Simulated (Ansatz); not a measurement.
# BaPbO3 (Pm-3m): following an unstable mode

Aim: this structure of BaPbO3 (Pm-3m) is to be tested for unstable modes, and one is followed downhill.

Calculated with Ansatz 0.2.0; DFT PBEsol, scalar-relativistic, plane waves, PAW; PAW set soft_1.

Report form: the programs' logs are mostly left out.

## 1. Starting point

The structure is cubic, space group Pm-3m (No. 221). Conventional cell: a = 4.281 Å, b = 4.281 Å, c = 4.281 Å, α = 90.00°, β = 90.00°, γ = 90.00°. Nearest to Ba lie 12 O at 3.03 Å. Nearest to Pb lie 6 O at 2.14 Å. O has 2 Pb at 2.14 Å and 4 Ba at 3.03 Å nearest. Farther neighbours and most contacts between anions are not listed.

## 2. Response at finite wavevector

The cell comes from relaxations at this level that are not shown. Stability and thermal properties need the whole zone. Linear response on a 4×4×4 q mesh gives force constants as far as a supercell of that size would.

input.yaml

```yaml
crystal:
  lattice:
    - [4.2810684894, 0.0, 0.0]
    - [0.0, 4.2810684894, 0.0]
    - [0.0, 0.0, 4.2810684894]
  atoms:
    - { symbol: Ba, position: [0.5, 0.5, 0.5] }
    - { symbol: Pb, position: [0.0, 0.0, 0.0] }
    - { symbol: O, position: [0.0, 0.5, 0.0] }
    - { symbol: O, position: [0.0, 0.0, 0.5] }
    - { symbol: O, position: [0.5, 0.0, 0.0] }
kpoints:
  mp_grid: { grid: [8, 8, 8] }
hamiltonian:
  xc: pbesol
  pseudopotentials: { kind: paw, azcp: { folder: soft_1 }, xc_functional: pbe }
scf:
  occupations: { method: methfessel_paxton, width: 0.2 }
output:
  eigenvalues: true
phonons:
  method: dfpt
  qmesh: [4, 4, 4]
  temperatures: { t_max: 1000, t_step: 50 }
  qpath:
    path:
      - [[0.0, 0.0, 0.0], [0.0, 0.5, 0.0], [0.5, 0.5, 0.0], [0.0, 0.0, 0.0], [0.5, 0.5, 0.5], [0.0, 0.5, 0.0]]
      - [[0.5, 0.5, 0.5], [0.5, 0.5, 0.0]]
    npoints: 10
```

Run with:

```bash
ansatz run input.yaml --threads 4 --pin off --max-ram 10240MiB --backend cpu --events-out ev --progress --plain --runs-dir out
```

It took 11 min on 4 threads of Arm Neoverse V2, shared host; peak memory 2.6 GiB.

This step gave:

| Quantity | Value |
| --- | --- |
| volume per atom | 15.69 Å³ |
| gap on the k-mesh | 0 eV |
| sum-rule residual before enforcement | 4.75e-5 eV/Å² |
| lowest frequency on the path | -163.4 cm⁻¹ |
| point group | m-3m |
| highest frequency on the path or at a solved wavevector | 659.7 cm⁻¹ |
| highest optical mode at the zone centre (no LO-TO term) | 564.3 cm⁻¹ |
| lowest optical zone-centre mode | 44.03 cm⁻¹ |
| lowest mode on the q mesh (acoustic modes at Γ apart) | -163.4 cm⁻¹ |

Frequencies (cm⁻¹) solved at each irreducible wavevector; negative means imaginary. Frequencies by wavevector, by row:

| q in reciprocal lattice units | star | mode 1 | mode 2 | mode 3 | mode 4 | mode 13 | mode 14 | mode 15 |
| --- | --- | --- | --- | --- | --- | --- | --- | --- |
| 0 0 0 | 1 | 0 | 0 | 0 | 44 | 564.3 | 564.3 | 564.3 |
| 0 0 0.25 | 6 | 40.2 | 40.2 | 59.9 | 59.9 | 568.1 | 568.1 | 579 |
| 0 0 -0.5 | 3 | 52.5 | 52.5 | 72.5 | 72.5 | 572 | 572 | 591.2 |
| 0 0.25 0.25 | 12 | -80 | 35.9 | 51.6 | 76.1 | 501.4 | 572.1 | 626.7 |
| 0 0.25 -0.5 | 12 | -108.5 | 51.8 | 57.9 | 64.5 | 468.1 | 576 | 635.8 |
| 0 -0.5 -0.5 | 3 | -150.2 | 27.5 | 27.5 | 60.7 | 310.4 | 579.8 | 642.3 |
| 0.25 0.25 0.25 | 8 | -99.3 | -62.3 | -62.3 | 56.7 | 503.8 | 503.8 | 646.4 |
| 0.25 0.25 -0.5 | 12 | -125 | -93.5 | -68.7 | 61.3 | 451.5 | 506.9 | 652.7 |
| 0.25 -0.5 -0.5 | 6 | -157.7 | -113.9 | -113.9 | 63.8 | 316.1 | 493.3 | 656.4 |
| -0.5 -0.5 -0.5 | 1 | -163.4 | -163.4 | -163.4 | 65.6 | 319.8 | 319.8 | 658.3 |

Interpolated from a 4×4×4 q mesh. Phonon branches along the path, in cm⁻¹:

| point | branch 1 | branch 2 | branch 3 | branch 4 | branch 12 | branch 13 | branch 14 | branch 15 |
| --- | --- | --- | --- | --- | --- | --- | --- | --- |
| Γ | 0 | 0 | 0 | 44 | 131 | 564 | 564 | 564 |
| halfway | 40 | 40 | 60 | 60 | 223 | 568 | 568 | 579 |
| X | 52 | 52 | 72 | 72 | 282 | 572 | 572 | 591 |
| halfway | -108 | 52 | 58 | 64 | 286 | 468 | 576 | 636 |
| M | -150 | 28 | 28 | 61 | 293 | 310 | 580 | 642 |
| halfway | -80 | 36 | 52 | 76 | 265 | 501 | 572 | 627 |
| Γ | 0 | 0 | 0 | 44 | 131 | 564 | 564 | 564 |
| halfway | -99 | -62 | -62 | 57 | 271 | 504 | 504 | 646 |
| R | -163 | -163 | -163 | 66 | 241 | 320 | 320 | 658 |
| halfway | -125 | -94 | -69 | 61 | 275 | 452 | 507 | 653 |
| X | 52 | 52 | 72 | 72 | 282 | 572 | 572 | 591 |
| jump to R | -163 | -163 | -163 | 66 | 241 | 320 | 320 | 658 |
| halfway | -158 | -114 | -114 | 64 | 268 | 316 | 493 | 656 |
| M | -150 | 28 | 28 | 61 | 293 | 310 | 580 | 642 |

Symmetry leaves 10 wavevectors to solve. The lowest mode among them, the acoustic zeros apart, lies at q = (-0.5, -0.5, -0.5) and is imaginary, 163.4i cm⁻¹, so the energy falls along it.

## 3. The mode frozen in, largest atomic shift 0 Å

The mode followed lies at q = (-0.5, -0.5, -0.5) with frequency 163.4i cm⁻¹ and is 3-fold degenerate, the softest among the wavevectors solved. At small amplitude the distorted cell has space group no. 74 by a symmetry search on the positions. The undistorted cell that holds it gives the zero of energy on the same k mesh.

System of this step: BaPbO3. It takes space group Pm-3m (No. 221, cubic). The conventional cell has a = 4.281 Å, b = 4.281 Å, c = 4.281 Å, α = 90.00°, β = 90.00°, γ = 90.00°. Ba has 12 O at 3.03 Å nearest. Pb has 6 O at 2.14 Å nearest. Nearest to O lie 2 Pb at 2.14 Å and 4 Ba at 3.03 Å. Farther neighbours and most contacts between anions are not listed.

input.yaml, the sections that differ from step 2:

```yaml
crystal:
  lattice:
    - [4.2810684894, 4.2810684894, 0.0]
    - [4.2810684894, 0.0, 4.2810684894]
    - [4.2810684894, 0.0, -4.2810684894]
  atoms:
    - { symbol: Ba, position: [0.5, 0.25, 0.75] }
    - { symbol: Ba, position: [0.5, 0.75, 0.25] }
    - { symbol: Pb, position: [0.0, 0.5, 0.5] }
    - { symbol: Pb, position: [0.0, 0.0, 1.0] }
    - { symbol: O, position: [0.5, 0.75, 0.75] }
    - { symbol: O, position: [0.5, 0.25, 0.25] }
    - { symbol: O, position: [0.0, 0.75, 0.25] }
    - { symbol: O, position: [0.0, 0.25, 0.75] }
    - { symbol: O, position: [0.0, 0.75, 0.75] }
    - { symbol: O, position: [0.0, 0.25, 0.25] }
output:
  forces: true
  stress: true
  eigenvalues: true
# kpoints, hamiltonian, scf: as in step 2
# phonons: removed
```

Wall time 5.3 s (4 threads); peak memory 0.6 GiB.

Numbers from this step:

| Item | Value |
| --- | --- |
| pressure | 0.03547 GPa |
| energy from the undistorted cell | 0 meV/atom |

The run ends at a pressure of 0.04 GPa.

## 4. The mode frozen in, largest atomic shift 0.45 Å

The atoms are moved along the unstable eigenvector, the largest shift by 0.45 Å, with the cell fixed.

input.yaml, the sections that differ from step 3:

```yaml
crystal:
  lattice:
    - [4.2810684894, 4.2810684894, 0.0]
    - [4.2810684894, 0.0, 4.2810684894]
    - [4.2810684894, 0.0, -4.2810684894]
  atoms:
    - { symbol: Ba, position: [0.5, 0.25, 0.75] }
    - { symbol: Ba, position: [0.5, 0.75, 0.25] }
    - { symbol: Pb, position: [0.0, 0.5, 0.5] }
    - { symbol: Pb, position: [0.0, 0.0, 1.0] }
    - { symbol: O, position: [0.5, 0.7871633918, 0.7128366082] }
    - { symbol: O, position: [0.5, 0.2128366082, 0.2871633918] }
    - { symbol: O, position: [0.0743267837, 0.6756732163, 0.1756732163] }
    - { symbol: O, position: [-0.0743267837, 0.3243267837, 0.8243267837] }
    - { symbol: O, position: [0.0, 0.7871633918, 0.7128366082] }
    - { symbol: O, position: [0.0, 0.2128366082, 0.2871633918] }
# kpoints, hamiltonian, scf, output: as in step 3
```

The job ended after 15 s (4 threads; peak memory 0.85 GiB).

Numbers from this step:

- pressure: -0.1157 GPa
- gap on the k-mesh: 0.2148 eV
- energy from the undistorted cell: -27.57 meV/atom

The energy, extrapolated to zero smearing, is -27.57 meV/atom against the undistorted cell.

The run ends at a pressure of -0.12 GPa, with forces up to 0.31 eV/Å.

## 5. Energy along the mode, all amplitudes (two of the runs are shown above)

An imaginary frequency means negative curvature, so the energy should fall and then rise again as anharmonic terms take over.

Numbers from this step:

| Item | Value |
| --- | --- |
| depth at the lowest point sampled | 27.57 meV/atom |
| largest atomic shift at that point | 0.45 Å |

The energy from the parent by largest atomic shift:

| largest atomic shift (Å) | energy from the parent (meV/atom) |
| --- | --- |
| 0.000 | 0 |
| 0.040 | -0.468 |
| 0.080 | -1.85 |
| 0.140 | -5.44 |
| 0.220 | -12.3 |
| 0.320 | -21.4 |
| 0.450 | -27.6 |
| 0.600 | -11.9 |

Displacement at unit largest shift by atom:

| atom | x (Å) | y (Å) | z (Å) | size |
| --- | --- | --- | --- | --- |
| Ba1 | 0.000 | 0.000 | 0.000 | 0.000 |
| Ba2 | 0.000 | 0.000 | 0.000 | 0.000 |
| Pb3 | 0.000 | 0.000 | 0.000 | 0.000 |
| Pb4 | 0.000 | 0.000 | 0.000 | 0.000 |
| O5 | 0.000 | 0.000 | 0.707 | 0.707 |
| O6 | 0.000 | 0.000 | -0.707 | 0.707 |
| O7 | -0.707 | 0.707 | 0.000 | 1.000 |
| O8 | 0.707 | -0.707 | 0.000 | 1.000 |
| O9 | 0.000 | 0.000 | 0.707 | 0.707 |
| O10 | 0.000 | 0.000 | -0.707 | 0.707 |

The lowest of the steps tried is at 0.45 Å, 27.6 meV/atom below the parent; the bottom of the well need not coincide with a step.

## 6. Relaxation from the frozen mode

Starting from the lowest point found, all atoms and the cell are let go, so that strain and other modes of the same symmetry can join in.

Changes to input.yaml since step 4:

```diff
@@ -27 +27,6 @@
   eigenvalues: true
+relax:
+  adjacent_minimum: "off"
+  f_tol: 0.002
+  max_steps: 120
+  cell: { stress_tol: 0.03 }
```

Wall time 1.9 min (4 threads); peak memory 0.92 GiB.

Step by step:

| step | energy less that of the first step (eV) | largest force component (eV/Å) | pressure (GPa) | volume (Å³) |
| --- | --- | --- | --- | --- |
| 1 | 0.0000 | 0.2176 | -0.12 | 156.92 |
| 2 | 0.0108 | 0.3852 | 1.09 | 155.55 |
| 3 | -0.0327 | 0.1005 | -0.21 | 156.86 |
| 4 | -0.0391 | 0.0522 | -0.14 | 156.87 |
| 5 | -0.0412 | 0.0124 | 0.24 | 156.34 |
| 6 | -0.0410 | 0.0091 | -0.01 | 156.67 |
| 7 | -0.0411 | 0.0005 | 0.00 | 156.67 |
| 8* | -0.0409 | 0.0008 | 0.00 | 156.67 |
| 9 | -0.0409 | 0.0001 | 0.00 | 156.66 |
| 10* | -0.0409 | 0.0000 | 0.00 | 156.66 |

Relaxation steps marked * repeat the geometry before them on a plane-wave basis chosen anew for their cell, so energy and pressure can jump there. Relaxation step 2 was tried and not accepted.

The run keeps the 8 symmetry operations that it works with, so distortions that break them were not tested.

| conventional cell, symmetrised | before | after | change |
| --- | --- | --- | --- |
| a (Å) | 6.054 | 6.018 | -0.6 % |
| b (Å) | 8.562 | 8.515 | -0.5 % |
| c (Å) | 6.054 | 6.114 | +1.0 % |
| volume (Å³/atom) | 15.69 | 15.67 | -0.2 % |

The atoms that moved most (Å, as changes of fractional coordinates times the final cell):

| atom | dx | dy | dz | length |
| --- | --- | --- | --- | --- |
| O6 | 0.000 | 0.000 | -0.048 | 0.048 |
| O5 | 0.000 | 0.000 | 0.048 | 0.048 |
| O10 | 0.000 | 0.000 | -0.048 | 0.048 |
| O9 | 0.000 | 0.000 | 0.048 | 0.048 |
| Ba2 | 0.030 | -0.030 | 0.000 | 0.042 |
| Ba1 | -0.030 | 0.030 | 0.000 | 0.042 |

Numbers from this step:

```
pressure          : 3.74e-4 GPa
volume per atom   : 15.67 Å³
gap on the k-mesh : 0.2693 eV
```

The distorted start has space group Imma; the relaxation ends in Imma.

## 7. The new phase in its own primitive cell

The relaxed structure is symmetrised, reduced to its primitive cell and relaxed tightly, as its phonons need.

input.yaml

```yaml
crystal:
  lattice:
    - [-3.0088593848, 4.2577299004, 3.057142904]
    - [3.0088593848, -4.2577299004, 3.057142904]
    - [3.0088593848, 4.2577299004, -3.057142904]
  atoms:
    - { symbol: Ba, position: [0.2431622373, 0.4931622373, 0.75] }
    - { symbol: Ba, position: [0.7568377627, 0.5068377627, 0.25] }
    - { symbol: Pb, position: [0.5, 0.0, 0.5] }
    - { symbol: Pb, position: [0.0, 0.0, 0.0] }
    - { symbol: O, position: [0.792782972, 0.0, 0.292782972] }
    - { symbol: O, position: [0.207217028, 0.0, 0.707217028] }
    - { symbol: O, position: [0.6759013157, 0.9259013157, 0.75] }
    - { symbol: O, position: [0.3240986843, 0.0740986843, 0.25] }
    - { symbol: O, position: [0.792782972, 0.5, 0.792782972] }
    - { symbol: O, position: [0.207217028, 0.5, 0.207217028] }
kpoints:
  mp_grid: { grid: [8, 8, 8] }
hamiltonian:
  xc: pbesol
  pseudopotentials: { kind: paw, azcp: { folder: soft_1 }, xc_functional: pbe }
scf:
  occupations: { method: fixed }
output:
  forces: true
  stress: true
  eigenvalues: true
relax:
  adjacent_minimum: "off"
  f_tol: 0.001
  max_steps: 60
  cell: { stress_tol: 0.01 }
```

Elapsed: 49 s, on 4 threads; peak memory 0.92 GiB; 3.2 min of CPU time.

Little changed from the start: no atom moved by 0.005 Å and no cell edge by 0.1 %.

Numbers from this step:

| Quantity | Value |
| --- | --- |
| pressure | -9.01e-4 GPa |
| gap on the k-mesh | 0.2686 eV |
| direct gap on mesh | 0.2854 eV |

The largest force component left is 0.72 meV/Å and the pressure is -0.001 GPa, within the tolerances set. The cell now holds 15.67 Å³/atom.

## 8. Modes of the new phase, occupations fixed

A relaxed structure may still be a saddle point, so its zone-centre modes are computed. The response to a homogeneous field gives the Born charges and the dielectric tensor.

input.yaml

```yaml
crystal:
  lattice:
    - [-3.011090323, 4.2570881076, 3.0560787195]
    - [3.011090323, -4.2570881076, 3.0560787195]
    - [3.011090323, 4.2570881076, -3.0560787195]
  atoms:
    - { symbol: Ba, position: [0.2430315108, 0.4930315108, 0.75] }
    - { symbol: Ba, position: [0.7569684892, 0.5069684892, 0.25] }
    - { symbol: Pb, position: [0.5, 0.0, 0.5] }
    - { symbol: Pb, position: [0.0, 0.0, 0.0] }
    - { symbol: O, position: [0.792757589, 0.0, 0.292757589] }
    - { symbol: O, position: [0.207242411, 0.0, 0.707242411] }
    - { symbol: O, position: [0.675933553, 0.925933553, 0.75] }
    - { symbol: O, position: [0.324066447, 0.074066447, 0.25] }
    - { symbol: O, position: [0.792757589, 0.5, 0.792757589] }
    - { symbol: O, position: [0.207242411, 0.5, 0.207242411] }
kpoints:
  mp_grid: { grid: [8, 8, 8] }
hamiltonian:
  xc: pbesol
  pseudopotentials: { kind: paw, azcp: { folder: soft_1 }, xc_functional: pbe }
scf:
  occupations: { method: fixed }
output:
  eigenvalues: true
phonons:
  method: dfpt
  dielectric: true
  rigid_motions: translations
```

It took 7.6 min on 4 threads; peak memory 7.1 GiB.

The run was cut off at the time limit after its SCF cycle had converged; no result of it is taken.

The program's message: “Warning:”

## 9. Summary of results

- unstable mode of the parent: q = (-0.5, -0.5, -0.5), 163i cm⁻¹
- depth at the lowest point sampled: 27.6 meV/atom
- largest atomic shift at that point: 0.45 Å
- space group reached (within 0.01 Å): Imma
- energy gained over the parent (first relaxation, on the mesh of the frozen mode): 31.6 meV/atom
- volume per atom, phase reached: 15.7 Å³
- gap on the k-mesh, phase reached: 0.269 eV

In words: Along this mode the structure falls into Imma, 31.6 meV/atom below the parent. At the parent's cell the well is 27.57 meV/atom deep on the steps tried, with its lowest point at a shift of 0.45 Å. Relaxing atoms and cell changes the gain by +4.05 meV/atom against the lowest step (energies at zero smearing). The modes of the phase reached were not computed on this path. Of the 4 patterns followed to their end from this parent, this one reaches the lowest energy. Another end point lies within 1 meV/atom; how such a difference moves with mesh and cutoff was not tested. Each path keeps the symmetry of its pattern, so a lower phase may lie along a pattern not tried. With no gap, or one that is small against the smearing, the frequencies hang on the k mesh and the smearing, most of all near Kohn anomalies. Spin-orbit coupling is left out, which can matter for the heavy elements here. The PAW files were made for PBE and serve the other functionals too. A phonon run warned that its eigensolver left some bands unconverged in a pass.

[Logs are printed without paths, hosts, clocks, repeated set-up lines and the standing remarks that a program may print on its own settings, such as how far it seeks lower states.]

[Hosts, paths, dates, database ids (printed as entryN), source tags and the programs' standing remarks are cut or masked in the printed files.]
